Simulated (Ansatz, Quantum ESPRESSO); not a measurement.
## TmBi (Fm-3m): zone-centre phonons

Aim: the zone-centre modes of TmBi (Fm-3m).

Program: Quantum ESPRESSO 7.5. Level of theory: DFT PBEsol, scalar-relativistic, plane waves, PseudoDojo norm-conserving, 4f in core pseudopotentials. Results are calculated unless marked as measured.

Report form: the programs' logs are mostly left out.

### 1. Starting point

The structure is cubic, space group Fm-3m (No. 225). Conventional cell: a = 6.240 Å, b = 6.240 Å, c = 6.240 Å, α = 90.00°, β = 90.00°, γ = 90.00°. Nearest to Tm lie 6 Bi at 3.12 Å. Nearest to Bi lie 6 Tm at 3.12 Å. Farther neighbours are not listed.

### 2. A first look

A cheap run with smearing and empty bands tells whether the crystal has a gap, which decides between fixed occupations and smearing later on.

probe.in

```
&control
   calculation = 'scf'
   prefix = 'x'
   outdir = './tmp'
   pseudo_dir = './pseudo'
   tprnfor = .true.
   tstress = .true.
   verbosity = 'high'
/
&system
   ibrav = 2
   celldm(1) = 11.79204968
   nat = 2
   ntyp = 2
   ecutwfc = 58.0
   input_dft = 'pbesol'
   occupations = 'smearing'
   smearing = 'gaussian'
   degauss = 0.01
/
&electrons
   conv_thr = 1.0d-07
   mixing_beta = 0.7
   electron_maxstep = 100
/
ATOMIC_SPECIES
 Tm    168.9342  Tm.upf
 Bi    208.9804  Bi.upf
ATOMIC_POSITIONS crystal
 Tm     0.500000000   0.500000000   0.500000000
 Bi     0.000000000   0.000000000   0.000000000
K_POINTS automatic
 6 6 6 0 0 0
```

The run is started by

```bash
$ OMP_NUM_THREADS=1 mpirun -n 4 pw.x -nk 4 -in probe.in > probe.out
```

Run time: 4.2 s. Hardware: 4 MPI ranks of Arm Neoverse V2, shared host.

Numbers from this step:

| Item | Value |
| --- | --- |
| volume per atom | 30.37 Å³ |
| pressure | -2.611 GPa |
| gap on the k-mesh | 0 eV |

No gap opens on this mesh, so smearing is kept; the start stands at -2.6 GPa.

### 3. Relaxation

Frequencies change by per cents with a per cent of volume, so the structure is first brought to rest at this level of theory.

relax.in

```
&control
   calculation = 'vc-relax'
   prefix = 'x'
   outdir = './tmp'
   pseudo_dir = './pseudo'
   tprnfor = .true.
   tstress = .true.
   forc_conv_thr = 2.0d-05
   etot_conv_thr = 1.0d-07
   nstep = 40
/
&system
   ibrav = 2
   celldm(1) = 11.79204968
   nat = 2
   ntyp = 2
   ecutwfc = 58.0
   input_dft = 'pbesol'
   occupations = 'smearing'
   smearing = 'mv'
   degauss = 0.02
/
&electrons
   conv_thr = 1.0d-11
   mixing_beta = 0.7
   electron_maxstep = 100
/
&ions
/
&cell
   press_conv_thr = 0.1
/
ATOMIC_SPECIES
 Tm    168.9342  Tm.upf
 Bi    208.9804  Bi.upf
ATOMIC_POSITIONS crystal
 Tm     0.500000000   0.500000000   0.500000000
 Bi     0.000000000   0.000000000   0.000000000
K_POINTS automatic
 8 8 8 0 0 0
```

The run is started by

```bash
$ OMP_NUM_THREADS=1 mpirun -n 4 pw.x -nk 4 -in relax.in > relax.out
```

Run time: 45 s. Hardware: 4 MPI ranks; 3 min of CPU time.

Relaxation path:

| step | energy less that of the first step (eV) | largest force (eV/Å) | pressure (GPa) | volume (Å³) |
| --- | --- | --- | --- | --- |
| 1 | 0.0000 | 0.0000 | -2.65 | 60.75 |
| 2 | -0.0115 | 0.0000 | -1.85 | 59.93 |
| 3 | -0.0208 | 0.0000 | -0.59 | 58.72 |
| 4 | -0.0218 | 0.0000 | 0.02 | 58.17 |
| 5 | -0.0218 | 0.0000 | 0.00 | 58.19 |
| 6 | -0.0161 | 0.0000 | -0.19 | 58.19 |

| conventional cell, symmetrised | before | after | change |
| --- | --- | --- | --- |
| a (Å) | 6.240 | 6.151 | -1.4 % |
| b (Å) | 6.240 | 6.151 | -1.4 % |
| c (Å) | 6.240 | 6.151 | -1.4 % |
| volume (Å³/atom) | 30.37 | 29.09 | -4.2 % |

The relaxed structure:

```
CELL_PARAMETERS angstrom
-3.07559 0.00000 3.07559
0.00000 3.07559 3.07559
-3.07559 3.07559 0.00000
ATOMIC_POSITIONS crystal
Tm 0.50000 0.50000 0.50000
Bi 0.00000 0.00000 0.00000
```

The last row of the table of steps is pw.x's closing run on a basis chosen anew for the final cell, so its energy can jump.

Read from the output:

```yaml
volume_per_atom: 29.09 Å³
pressure: -0.1940 GPa
```

The volume changes by -4.2 % from the cell with which this run began.

### 4. Ground state

The response is built on this ground state, so it is converged far tighter than an energy would need. Smearing stays on, as the first look found no gap above 0.3 eV.

scf.in

```
&control
   calculation = 'scf'
   prefix = 'x'
   outdir = './tmp'
   pseudo_dir = './pseudo'
   tprnfor = .true.
   tstress = .true.
/
&system
   ibrav = 2
   celldm(1) = 11.62402979
   nat = 2
   ntyp = 2
   ecutwfc = 58.0
   input_dft = 'pbesol'
   occupations = 'smearing'
   smearing = 'mv'
   degauss = 0.02
/
&electrons
   conv_thr = 1.0d-12
   mixing_beta = 0.7
   electron_maxstep = 100
/
ATOMIC_SPECIES
 Tm    168.9342  Tm.upf
 Bi    208.9804  Bi.upf
ATOMIC_POSITIONS crystal
 Tm     0.500000000   0.500000000   0.500000000
 Bi     0.000000000   0.000000000   0.000000000
K_POINTS automatic
 8 8 8 0 0 0
```

The run is started by

```bash
$ OMP_NUM_THREADS=1 mpirun -n 4 pw.x -nk 4 -in scf.in > scf.out
```

Wall time 7.5 s (4 MPI ranks).

Numbers from this step:

```yaml
pressure: -0.1930 GPa
```

The cell stands at -0.19 GPa, close enough for phonons.

### 5. Zone-centre response

At q = 0 one unit cell holds all displacements; symmetry groups them into irreducible representations that are solved one by one. With smeared occupations no response to a homogeneous field can be asked.

ph.in

```
phonons
&inputph
   prefix = 'x'
   outdir = './tmp'
   fildyn = 'g.dyn'
   tr2_ph = 1.0d-18
   alpha_mix(1) = 0.4
   nmix_ph = 8
/
0.000000000 0.000000000 0.000000000
```

The run is started by

```bash
$ OMP_NUM_THREADS=1 mpirun -n 4 ph.x -nk 4 -in ph.in > ph.out
```

Wall time 96 s (4 MPI ranks).

Read from the output:

```yaml
largest_acoustic_frequency_at_the_zone_centre_before_the_sum_rule: -4.61 cm⁻¹
highest_optical_zone_centre_mode_no_lo_to_term: 123.3 cm⁻¹
lowest_optical_zone_centre_mode: 123.3 cm⁻¹
```

Optical modes; normalised displacements of the dynamical-matrix file. The modes at Γ (shares of kinetic energy by element, %):

| mode | frequency (cm⁻¹) | symmetry | Tm % | Bi % |
| --- | --- | --- | --- | --- |
| 1 | 123.3 | T1u | 55 | 45 |
| 2 | 123.3 | T1u | 55 | 45 |
| 3 | 123.3 | T1u | 55 | 45 |

Displacements in mode 2 (123.3 cm⁻¹), the largest set to 1:
```
Tm1 -0.01  0.37 -1.00
Bi2  0.01 -0.30  0.81
```

The acoustic modes at Γ come out as far as 4.6 cm⁻¹ from zero, where they should vanish, a small numerical error.

### 6. Zone-centre analysis

A rigid shift of the crystal must cost nothing, but grids and finite bases break this; the acoustic sum rule is imposed before the matrix is diagonalised again.

dynmat.in

```
&input
   fildyn = 'g.dyn'
   asr = 'simple'
/
```

The run is started by

```bash
$ dynmat.x -in dynmat.in > dynmat.out
```

Run time: 0.47 s. Hardware: 1 thread.

Read from the output:

```
highest optical zone-centre mode (no LO-TO term) : 123.4 cm⁻¹
lowest optical zone-centre mode                  : 123.4 cm⁻¹
```

Zone-centre frequencies as printed; negative means imaginary. Modes:

| mode | frequency (cm⁻¹) |
| --- | --- |
| 1 | 0 |
| 2 | 0 |
| 3 | 0 |
| 4 | 123.4 |
| 5 | 123.4 |
| 6 | 123.4 |

The rule moves no optical mode by more than 0.1 cm⁻¹.

### 7. Sum rules set otherwise (asr crystal)

The rule can be imposed in more than one way; the choices should agree where the raw error is small.

dynmat.in

```
&input
   fildyn = 'g.dyn'
   asr = 'crystal'
/
```

The run is started by

```bash
$ dynmat.x -in dynmat.in > dynmat.out
```

Run time: 0.48 s. Hardware: 1 thread.

Numbers from this step:

```yaml
highest_optical_zone_centre_mode_no_lo_to_term: 123.3 cm⁻¹
lowest_optical_zone_centre_mode: 123.3 cm⁻¹
```

Zone-centre frequencies as printed; negative means imaginary. Modes:

| mode | frequency (cm⁻¹) |
| --- | --- |
| 1 | 0 |
| 2 | 0 |
| 3 | 0 |
| 4 | 123.3 |
| 5 | 123.3 |
| 6 | 123.3 |

Against the first rule no mode moves by more than 0.1 cm⁻¹.

### 8. Sum rules set otherwise: a sum rule for molecules or wires on a crystal

This rule also removes rotations, which suits wires and not a crystal; it is tried to see the harm.

dynmat.in

```
&input
   fildyn = 'g.dyn'
   asr = 'one-dim'
/
```

The run is started by

```bash
$ dynmat.x -in dynmat.in > dynmat.out
```

Wall time 0.48 s (1 thread).

The run ended normally, but on settings that are not sound.

The fault: a sum rule for molecules or wires on a crystal; 1 optical mode is projected out to zero frequency, as if it were a rotation.

For a crystal the rule has to be 'simple' or 'crystal'.

Zone-centre frequencies as printed; negative means imaginary. Modes:

| mode | frequency (cm⁻¹) |
| --- | --- |
| 1 | 0 |
| 2 | 0 |
| 3 | 0 |
| 4 | 0 |
| 5 | 123.3 |
| 6 | 123.3 |

### 9. A second program

The same cell goes through another code at the same cutoff. The potentials differ. Its k mesh is centred on Γ.

This step: DFT PBEsol, scalar-relativistic, plane waves, norm-conserving pseudopotentials, 4f in core (Ansatz 0.2.0).

input.yaml

```yaml
crystal:
  lattice:
    - [-3.0755858312, 0.0, 3.0755858312]
    - [0.0, 3.0755858312, 3.0755858312]
    - [-3.0755858312, 3.0755858312, 0.0]
  atoms:
    - { symbol: Tm, position: [0.5, 0.5, 0.5] }
    - { symbol: Bi, position: [0.0, 0.0, 0.0] }
kpoints:
  mp_grid: { grid: [8, 8, 8] }
hamiltonian:
  xc: pbesol
  pseudopotentials:
    kind: nc
    azcp: { Tm: "pseudopotentials/pbe/nc/lanthanide_3plus/Tm.nc.azcp" }
    accuracy: standard
scf:
  occupations: { method: cold, width: 0.27211 }
output:
  eigenvalues: true
basis:
  ecutwfc: 789.13
phonons:
  method: dfpt
```

The run is started by

```bash
$ ansatz run input.yaml --threads 4 --pin off --max-ram 8192MiB --backend cpu --events-out ev --progress --plain --runs-dir out
```

It took 9.1 s on 4 threads; peak memory 0.78 GiB.

This step gave:

```
sum-rule residual before enforcement             : 8.17e-5 eV/Å²
highest optical zone-centre mode (no LO-TO term) : 123.1 cm⁻¹
lowest optical zone-centre mode                  : 123.1 cm⁻¹
```

### 10. Side by side: QE PseudoDojo and Ansatz, library NC

Numbers from this step:

```
root-mean-square difference : 0.29 cm⁻¹
largest difference          : 0.29 cm⁻¹
```

Frequencies side by side, by row:

| q (reciprocal lattice) | mode | QE PseudoDojo (cm⁻¹) | Ansatz, library NC (cm⁻¹) |
| --- | --- | --- | --- |
| 0 0 0 | 1 | 0 | 0 |
| 0 0 0 | 2 | 0 | 0 |
| 0 0 0 | 3 | 0 | 0 |
| 0 0 0 | 4 | 123.4 | 123.1 |
| 0 0 0 | 5 | 123.4 | 123.1 |
| 0 0 0 | 6 | 123.4 | 123.1 |

At the zone centre the largest difference (acoustic modes at Γ apart) is 0.2 % of the highest mode.

### 11. What came out

| Item | Value |
| --- | --- |
| space group after relaxation | Fm-3m |
| volume per atom | 29.1 Å³ |
| highest optical zone-centre mode (no LO-TO term) | 123.4 cm⁻¹ |
| imaginary optical modes at the zone centre (no q mesh in this session) | none |
| largest difference from Ansatz, library NC | 0.29 cm⁻¹ |

**Reading.** At the PBEsol level the optical modes of TmBi (Fm-3m) at the zone centre lie at 123 cm⁻¹. QE PseudoDojo and Ansatz, library NC agree to 0.29 cm⁻¹ (0.2 % of the highest mode compared) on all solved modes but the acoustic ones at Γ, without the LO-TO term. These are harmonic frequencies at zero temperature: anharmonic shifts and linewidths and thermal expansion are left out. Spin-orbit coupling is left out, which can matter for the heavy elements here. In a metal the frequencies hang on the k mesh and the smearing, most of all near Kohn anomalies. The 4f electrons are frozen in the core as for a trivalent ion, in files made for PBE, so their moments and any magnetic order are left out. The relaxation ran at 58 Ry, under the 66 Ry recommended for these files; the stress of so short a basis can leave the cell about one per cent too small. Ansatz warns that the cutoff lies 12 % under the one recommended for these files; agreement at one cutoff is not convergence. The total energies of the two programs lie far apart, so at least one potential file in Ansatz's library differs from the published one read by the first program. The structure comes from a database and need not be the phase that is stable at ambient conditions.

[Host names and launcher messages were left out of these logs when they were recorded.]

[Logs are printed without paths, hosts, clocks, repeated set-up lines and the standing remarks that a program may print on its own settings, such as how far it seeks lower states.]

[Hosts, paths, dates, database ids (printed as entryN), source tags and the programs' standing remarks are cut or masked in the printed files.]
